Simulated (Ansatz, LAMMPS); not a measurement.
# Structural relaxation of amorphous HfO2 at 8.62 g/cm^3 (84 atoms)

Wanted: the relaxed structure of amorphous HfO2 at 8.62 g/cm^3 (84 atoms) and its electronic structure.

Main program and level: Ansatz 0.2.0; Kohn-Sham DFT, PBE, PAW (set soft_2), plane waves.

### 1. Set-up

The cell holds 84 atoms: 28 Hf and 56 O. Cell: a = 10.434 Å, b = 10.434 Å, c = 10.434 Å, α = 90.0°, β = 90.0°, γ = 90.0°. 84 atoms (28 Zr, 56 O) placed at random at 5.04 g/cm³, melted at 5000 K for 10 ps at fixed volume with the Morse and Coulomb pair potential with partial charges (Pedone, Malavasi, Menziani, Cormack and Segre, J. Phys. Chem. B 110, 11780 (2006)). Quenched from 5000 K to 300 K at 50 K/ps and fixed volume, held 5 ps, then minimised at fixed cell. Then Zr was replaced by Hf at the same volume (the potential has no terms for Hf, so the cell is a start for a DFT relaxation). The density is one point of a scan and needn't be that of the real material.

Before any run, some limits are plain. The quench rate of 50 K/ps is orders of magnitude faster than experiment, which tends to freeze in extra defects. The starting topology of bonds comes from the classical model. Only the Γ point is sampled in the main run, in a cell whose shortest periodic width is 10 Å. The levels lack spin–orbit coupling, which is large for the heavy elements here.

### 2. How the cell was made

A classical potential makes the cell, at a small fraction of what the same run would cost in DFT.

This step: classical MD, Morse and Coulomb pair potential with partial charges (Pedone, Malavasi, Menziani, Cormack and Segre, J. Phys. Chem. B 110, 11780 (2006)) (LAMMPS 22 Jul 2025 - Update 4).

Input file in.lmp:

```
# melt-quench of Zr28O56
units metal
atom_style charge
boundary p p p
region box block 0 10.4337 0 10.4337 0 10.4337
create_box 2 box
mass 1 91.2240   # Zr
mass 2 15.9990   # O
create_atoms 1 random 28 35088 NULL overlap 1.5 maxtry 2000
create_atoms 2 random 56 35095 NULL overlap 1.5 maxtry 2000
pair_style hybrid/overlay pedone 5.5 coul/long 8.0
pair_coeff * * coul/long
pair_coeff 1 2 pedone 0.206237 2.479675 2.436997 1   # Zr-O
pair_coeff 2 2 pedone 0.042395 1.379316 3.618701 22   # O-O
set type 1 charge 2.4
set type 2 charge -1.2
kspace_style pppm 1.0e-4
neigh_modify delay 0 every 1 check yes
thermo_style custom step time temp pe press density
thermo_modify norm yes
timestep 0.002
thermo 100
min_style cg
minimize 1e-4 1e-4 200 2000
reset_timestep 0
velocity all create 5000 35089 mom yes dist gaussian
fix lim all nve/limit 0.05
fix lan all langevin 5000 5000 0.2 35090 zero yes
thermo 500
run 1000 post no
unfix lim
unfix lan
thermo 833
fix md all nvt temp 5000 5000 0.2
run 5000 post no
unfix md
thermo 4700
fix md all nvt temp 5000 300 0.2
run 47000 post no
unfix md
thermo 1250
fix md all nvt temp 300 300 0.2
run 2500 post no
unfix md
thermo 100
min_style cg
minimize 0 1e-3 2000 20000
write_dump all custom glass.dump id type xs ys zs modify sort id
```

Command:

```sh
lmp -in in.lmp -log none -nocite
```

Numbers of over 12 decimals in the logs are rounded to 6 here.

Output:

```text
LAMMPS (22 Jul 2025 - Update 4)
Created orthogonal box = (0 0 0) to (10.4337 10.4337 10.4337)
Created 28 atoms
Created 56 atoms
PPPM initialization ...
  G vector (1/distance) = 0.3864214
  grid = 12 12 12
  estimated relative force accuracy = 5.5394965e-05
   Step          Time           Temp          PotEng         Press         Density
         0   0              0              0.46405987     1626915.5      5.0440607
        84   0.168          0             -15.054647      17648.455      5.0440607
Loop time of 0.246105 s on 1 MPI rank(s) for 84 steps with 84 atoms
Minimization stats:
  Stopping criterion = energy tolerance
  Energy initial, next-to-last, final =
     0.464059873424576  -15.0535637267472   -15.054646822779
  Force two-norm initial, final = 363.94357 1.9683495
  Iterations, force evaluations = 84 108
   Step          Time           Temp          PotEng         Press         Density
[... 12 lines left out ...]
[... 1 line left out ...]
Loop time of 13.3579 s on 1 MPI rank(s) for 5000 steps with 84 atoms
   Step          Time           Temp          PotEng         Press         Density
[... 12 lines left out ...]
Loop time of 91.868 s on 1 MPI rank(s) for 47000 steps with 84 atoms
   Step          Time           Temp          PotEng         Press         Density
[... 2 lines left out ...]
     55000   110            263.42548     -15.181482     -25578.61       5.0440607
     55500   111            315.4065      -15.180157     -36425.317      5.0440607
Loop time of 4.22426 s on 1 MPI rank(s) for 2500 steps with 84 atoms
   Step          Time           Temp          PotEng         Press         Density
     55500   111            315.4065      -15.180157     -36425.317      5.0440607
     55513   111.026        315.4065      -15.220121     -34630.323      5.0440607
Loop time of 0.120242 s on 1 MPI rank(s) for 13 steps with 84 atoms
Minimization stats:
  Stopping criterion = linesearch alpha is zero
  Energy initial, next-to-last, final =
     -15.1801568151343  -15.2201207723876  -15.2201207723876
  Force two-norm initial, final = 12.887599 0.52941002
  Iterations, force evaluations = 13 61
```

Wall time 1.9 min (1 thread of Intel Xeon at 2.80GHz (Skylake/Cascade Lake), shared host); peak memory 0.63 GiB.

### 3. Single point at the start

A single point comes first, to see the forces before anything moves.

Input file input.yaml:

```yaml
crystal:
  lattice:
    - [10.4337, 0.0, 0.0]
    - [0.0, 10.4337, 0.0]
    - [0.0, 0.0, 10.4337]
  atoms:
    - { symbol: Hf, position: [0.07973, 0.22867, 0.09637] }
    - { symbol: Hf, position: [0.85821, 0.57601, 0.27008] }
    - { symbol: Hf, position: [0.00206, 0.47153, 0.61953] }
    - { symbol: Hf, position: [0.46368, 0.19582, 0.5282] }
    - { symbol: Hf, position: [0.77056, 0.19988, 0.31816] }
    - { symbol: Hf, position: [0.68225, 0.4513, 0.51715] }
    - { symbol: Hf, position: [0.19051, 0.14998, 0.76035] }
    - { symbol: Hf, position: [0.90143, 0.62856, 0.88842] }
    - { symbol: Hf, position: [0.95094, 0.987, 0.98944] }
    - { symbol: Hf, position: [0.63506, 0.88068, 0.20381] }
    - { symbol: Hf, position: [0.50992, 0.67323, 0.94046] }
    - { symbol: Hf, position: [0.47879, 0.55626, 0.23622] }
    - { symbol: Hf, position: [0.21105, 0.45597, 0.29434] }
    - { symbol: Hf, position: [0.20737, 0.49322, 0.88402] }
    - { symbol: Hf, position: [0.32551, 0.92493, 0.39657] }
    - { symbol: Hf, position: [0.72842, 0.89258, 0.85283] }
    - { symbol: Hf, position: [0.15316, 0.72833, 0.12636] }
    - { symbol: Hf, position: [0.10594, 0.20747, 0.47216] }
    - { symbol: Hf, position: [0.43776, 0.19313, 0.16683] }
    - { symbol: Hf, position: [0.32308, 0.94454, 0.03132] }
    - { symbol: Hf, position: [0.7229, 0.38159, 0.06846] }
    - { symbol: Hf, position: [0.6922, 0.80531, 0.49305] }
    - { symbol: Hf, position: [0.39136, 0.58692, 0.6157] }
    - { symbol: Hf, position: [0.46747, 0.94972, 0.73423] }
    - { symbol: Hf, position: [0.95267, 0.96364, 0.33735] }
    - { symbol: Hf, position: [0.49315, 0.3325, 0.81576] }
    - { symbol: Hf, position: [0.05623, 0.81514, 0.62063] }
    - { symbol: Hf, position: [0.87667, 0.26681, 0.8116] }
    - { symbol: O, position: [0.74628, 0.00147, 0.3219] }
    - { symbol: O, position: [0.28268, 0.31745, 0.81695] }
    - { symbol: O, position: [0.42313, 0.7571, 0.70954] }
    - { symbol: O, position: [0.08697, 0.6346, 0.96169] }
    - { symbol: O, position: [0.92302, 0.14815, 0.42808] }
    - { symbol: O, position: [0.03601, 0.25752, 0.66663] }
    - { symbol: O, position: [0.11913, 0.41257, 0.47241] }
    - { symbol: O, position: [0.31811, 0.01978, 0.84306] }
    - { symbol: O, position: [0.52684, 0.84985, 0.38004] }
    - { symbol: O, position: [0.49893, 0.39807, 0.61634] }
    - { symbol: O, position: [0.21568, 0.7877, 0.50756] }
    - { symbol: O, position: [0.64836, 0.50629, 0.32437] }
    - { symbol: O, position: [0.51923, 0.15492, 0.71701] }
    - { symbol: O, position: [0.61032, 0.63244, 0.56067] }
    - { symbol: O, position: [0.81938, 0.07326, 0.84892] }
    - { symbol: O, position: [0.12566, 0.90344, 0.01692] }
    - { symbol: O, position: [0.95993, 0.65605, 0.68949] }
    - { symbol: O, position: [0.40793, 0.12156, 0.35114] }
    - { symbol: O, position: [0.64162, 0.25962, 0.45696] }
    - { symbol: O, position: [0.47651, 0.24157, 0.98356] }
    - { symbol: O, position: [0.05675, 0.57575, 0.25055] }
    - { symbol: O, position: [0.12992, 0.27105, 0.28306] }
    - { symbol: O, position: [0.272, 0.20785, 0.57965] }
    - { symbol: O, position: [0.69212, 0.35153, 0.86986] }
    - { symbol: O, position: [0.37174, 0.55204, 0.41886] }
    - { symbol: O, position: [0.55842, 0.49798, 0.05486] }
    - { symbol: O, position: [0.27761, 0.86209, 0.2165] }
    - { symbol: O, position: [0.75206, 0.74429, 0.30998] }
    - { symbol: O, position: [0.20028, 0.54771, 0.68845] }
    - { symbol: O, position: [0.3922, 0.37004, 0.24809] }
    - { symbol: O, position: [0.32742, 0.7485, 0.9774] }
    - { symbol: O, position: [0.41978, 0.52668, 0.8301] }
    - { symbol: O, position: [0.84128, 0.37128, 0.24851] }
    - { symbol: O, position: [0.54382, 0.72154, 0.13544] }
    - { symbol: O, position: [0.76688, 0.914, 0.05162] }
    - { symbol: O, position: [0.993, 0.81559, 0.21621] }
    - { symbol: O, position: [0.70389, 0.6876, 0.8664] }
    - { symbol: O, position: [0.91617, 0.8321, 0.86294] }
    - { symbol: O, position: [0.89753, 0.8573, 0.503] }
    - { symbol: O, position: [0.98508, 0.44758, 0.82557] }
    - { symbol: O, position: [0.13756, 0.01664, 0.40361] }
    - { symbol: O, position: [0.63845, 0.23575, 0.17941] }
    - { symbol: O, position: [0.53941, 0.87912, 0.90452] }
    - { symbol: O, position: [0.86671, 0.53511, 0.4683] }
    - { symbol: O, position: [0.65803, 0.90173, 0.66613] }
    - { symbol: O, position: [0.95794, 0.08173, 0.16898] }
    - { symbol: O, position: [0.49073, 0.9999, 0.13353] }
    - { symbol: O, position: [0.82872, 0.55846, 0.06685] }
    - { symbol: O, position: [0.05824, 0.14587, 0.91137] }
    - { symbol: O, position: [0.29486, 0.59602, 0.17862] }
    - { symbol: O, position: [0.1708, 0.39589, 0.053] }
    - { symbol: O, position: [0.89043, 0.28306, 0.0152] }
    - { symbol: O, position: [0.81594, 0.37726, 0.64691] }
    - { symbol: O, position: [0.09966, 0.99356, 0.67943] }
    - { symbol: O, position: [0.40993, 0.99857, 0.55816] }
    - { symbol: O, position: [0.25747, 0.12578, 0.10008] }
kpoints:
  mp_grid: { grid: [1, 1, 1] }
hamiltonian:
  xc: pbe
scf:
  occupations: { method: fermi_dirac, width: 0.025 }
output:
  forces: true
```

Command:

```sh
ansatz run input.yaml --threads 4 --pin off --max-ram 8192MiB --backend cpu --events-out ev --progress --plain --runs-dir out
```

Output:

```text
Engine: ansatz 0.2.0, aarch64-unknown-linux-gnu
Pseudopotentials: kind: paw
Pseudopotential: Hf, paw, valence charge 26, recommended cutoff 420 eV (normal), Hf.paw.azcp
Pseudopotential: O, paw, valence charge 6, recommended cutoff 420 eV (normal), O.paw.azcp
Functional definition: PBE
  parameter kappa = 0.804
  parameter beta = 0.066725
  exchange = pbe_x(kappa = kappa, mu = beta*pi^2/3)
  correlation = pbe_c(beta = beta)
Crystal: 84 atoms, lattice volume = 1135.834 Å³
Basis set: ecut = 420 eV, 22119 PW (Γ), exchange–correlation on 144×144×144 points (8 copies of the dense FFT grid, shifted against one another)
Bands: 616, of which v1, the nominal top of the filled ones, is band 532 counted from 1 (531 counted from 0)
Symmetry: 1 space group operations
Space group: P1 (ITA 1), of the structure as read, at distance tolerance 1.0e-4 Å
k-points: 1
Non-local potential: Hf, projectors of the file, l = 0: 3, l = 1: 2, l = 2: 2, l = 3: 3
Non-local potential: O, projectors of the file, l = 0: 2, l = 1: 2, l = 2: 1
PAW form: soft (Blöchl's): semilocal exchange-correlation on the pseudo side does not see the compensation charge
PAW one-centre angular grid: Hf, 590 points (default); XC on 64 Gauss nodes
PAW one-centre angular grid: O, 110 points (default); XC on 64 Gauss nodes
Initial density: superposition of atomic densities (neutral atoms: chi_scale 0, normalization atom), corrected by the library's trained network
Initial wavefunctions: pseudopotential atomic-orbital guess
Functional: x = pbe(κ = 0.804, μ = 0.219515), c = pbe(β = 0.066725)
SCF iter   1: F=—  HF=-472109.754663 eV  |F-HF|=—  |Δ(HF+E_count)|=         —  Δρ=4.07e-3  dr2=1.73e-1  ethr=1.77e-3  ⟨swp⟩=4.0  Hψ=1904  notcnv=0  defer=36
preconditioner: auto → Resta (q_TF=auto, 2.699 Å⁻¹)  ε∞=5.2  [insulator: Δε(μ)=3.220 eV  Ē_g=17.029 eV  σ=0.025 eV  W_gap=1.00  n_scr=388 (ndim 8)  ℏωp=35.0 eV  f_vac=0.131  D(μ)=0.00/eV (n_scr^D=0)  ε∞_Penn≈5.2]
SCF iter   2: F=—  HF=-472109.740433 eV  |F-HF|=—  |Δ(HF+E_count)|=   1.42e-2  Δρ=2.01e-3  dr2=3.18e-2  ethr=1.63e-5  ⟨swp⟩=2.0  Hψ=1139  notcnv=0  defer=75
SCF iter   3: F=—  HF=-472109.742903 eV  |F-HF|=—  |Δ(HF+E_count)|=   2.47e-3  Δρ=8.84e-4  dr2=1.02e-2  ethr=2.99e-6  ⟨swp⟩=2.0  Hψ=925  notcnv=0  defer=75
SCF iter   4: F=—  HF=-472109.744425 eV  |F-HF|=—  |Δ(HF+E_count)|=   1.52e-3  Δρ=2.53e-4  dr2=8.79e-4  ethr=9.55e-7  ⟨swp⟩=2.0  Hψ=1076  notcnv=0  defer=75
SCF iter   5: F=—  HF=-472109.744674 eV  |F-HF|=—  |Δ(HF+E_count)|=   2.49e-4  Δρ=1.50e-4  dr2=2.94e-4  ethr=8.26e-8  ⟨swp⟩=2.0  Hψ=1073  notcnv=0  defer=75
SCF iter   6: F=—  HF=-472109.744773 eV  |F-HF|=—  |Δ(HF+E_count)|=   9.93e-5  Δρ=5.00e-5  dr2=3.58e-5  ethr=2.76e-8  ⟨swp⟩=2.0  Hψ=1070  notcnv=0  defer=75
SCF iter   7: F=—  HF=-472109.746949 eV  |F-HF|=—  |Δ(HF+E_count)|=   2.18e-3  Δρ=3.59e-5  dr2=1.61e-5  ethr=3.36e-9  ⟨swp⟩=2.0  Hψ=1147  notcnv=0  defer=75
SCF iter   8: F=—  HF=-472109.746953 eV  |F-HF|=—  |Δ(HF+E_count)|=   4.34e-6  Δρ=1.21e-5  dr2=2.25e-6  ethr=1.51e-9  ⟨swp⟩=2.0  Hψ=1072  notcnv=0  defer=75
SCF iter   9: F=—  HF=-472109.746955 eV  |F-HF|=—  |Δ(HF+E_count)|=   1.93e-6  Δρ=7.84e-6  dr2=7.09e-7  ethr=2.11e-10  ⟨swp⟩=2.0  Hψ=1073  notcnv=0  defer=75
SCF iter  10: F=—  HF=-472109.746955 eV  |F-HF|=—  |Δ(HF+E_count)|=   9.91e-8  Δρ=3.82e-6  dr2=1.92e-7  ethr=6.66e-11  ⟨swp⟩=2.0  Hψ=1070  notcnv=0  defer=75
SCF iter  11: F=-472109.746955 eV  HF=-472109.746955 eV  |F-HF|=1.36e-8  |Δ(HF+E_count)|=   8.46e-8  Δρ=1.84e-6  dr2=4.86e-8  ethr=9.40e-12  ⟨swp⟩=4.0  Hψ=1903  notcnv=0
SCF 1 converged in 11 iterations: F = -472109.746955 eV  dr2 = 4.86e-8
  greatest PAW one-centre occupation: 0.999 electrons in one spin orbital (limit 2), on the Hf atom at site 18 (counted from 0), in its partial waves of l = 0
SCF converged after 11 iterations
Free energy (F): -472109.746955 eV
Harris-Foulkes:  -472109.746955 eV  (|F-HF|=1.36e-8)
Internal energy: -472109.746955 eV  (E = F + TS)
E sigma→0 (E₀):  -472109.746955 eV
Fermi energy:    13.346057 eV
--- Per-component energies (eV) ---
  E_band       = -3148.367242
  E_kinetic    = 21480.134864
  E_local      = -194799.771264  (includes V_loc(G=0)·N_el)
  E_nonlocal   = -32129.119031
  E_hartree    = 88516.510455
  E_xc         = -12492.866117
  E_vxc        = -12671.759220  (∫ρ·V_xc dr)
  E_paw        = -202790.973203  (= ΣΔE_a)
  E_vpaw       = 37939.004456  (= ΣTr[D̂ρ^β])
  E_aug_tail   = 0.137710  (compensation charges beyond the density's cutoff)
  E_ewald      = -139893.800370
  E_smearing   = -0.000000  (= −TS)
  E_closure    = 0.000000  (closes the sum)
  Σ components = -472109.746955   (vs F -472109.746955, Δ=0.00e0)
--- Forces (eV/Å), atoms counted from 1 ---
  atom   1  Hf     1.21982002     1.56028534     0.45471441
  atom   2  Hf     0.52015901    -0.03688597     0.43924092
  atom   3  Hf    -0.44549911     0.08812576    -0.86929591
  atom   4  Hf    -0.82106552    -0.68271908     0.22767518
  atom   5  Hf    -0.77786608     1.24897260     0.29417020
  atom   6  Hf     0.50418381     0.88675058    -0.43623498
  atom   7  Hf     0.08322295    -0.44586056     0.13247756
  atom   8  Hf    -0.02804464     0.10747292     0.25881717
  atom   9  Hf     0.50908988    -0.64338236     0.67607519
  atom  10  Hf    -0.37742739    -0.15389367    -1.14595194
  atom  11  Hf    -0.04657298     0.24299669     0.19797271
  atom  12  Hf     0.93680815    -0.40957670     0.14173013
  atom  13  Hf    -0.58021807    -0.05696868     0.28983453
  atom  14  Hf     0.32977085    -0.57646221    -0.11153340
[...]
atom  83  O      0.31436260     0.10923538     0.10049790
  atom  84  O     -0.00112627    -0.09700326    -0.19998190
  max |Σ_I F_I| component: 6.91e-5 eV/Å
```

It took 29 s on 4 threads of Arm Neoverse V1, shared host; peak memory 1.9 GiB.

Read from the output:

* free energy: -472109.7470 eV
* free energy per atom: -5620.3541 eV/atom
* SCF cycles: 11
* r.m.s. force component: 0.4952 eV/Å
* longest force: 2.928 eV/Å
* Fermi energy: 13.35 eV

The r.m.s. force component of 0.50 eV/Å sets the starting point.

Neighbours are counted within 2.82 Å (O-Hf).

Length of the force by element and coordination:

```tsv
element	coordination	atoms	mean length of the force (eV/Å)	spread	least	most
Hf	all	28	1.11	0.642	0.154	2.93
Hf	4	1	2.25	0	2.25	2.25
Hf	6	21	1.16	0.631	0.282	2.93
Hf	7	6	0.762	0.426	0.154	1.32
O	all	56	0.451	0.272	0.0565	1.14
O	2	4	0.912	0.201	0.574	1.08
O	3	44	0.425	0.257	0.0565	1.14
O	4	8	0.363	0.128	0.226	0.592
```

[end of part 1 of 3]

[Logs are printed without paths, hosts, clocks, repeated set-up lines and the standing remarks that a program may print on its own settings, such as how far it seeks lower states.]

[Hosts, paths, dates, database ids (printed as entryN), source tags and the programs' standing remarks are cut or masked in the printed files.]
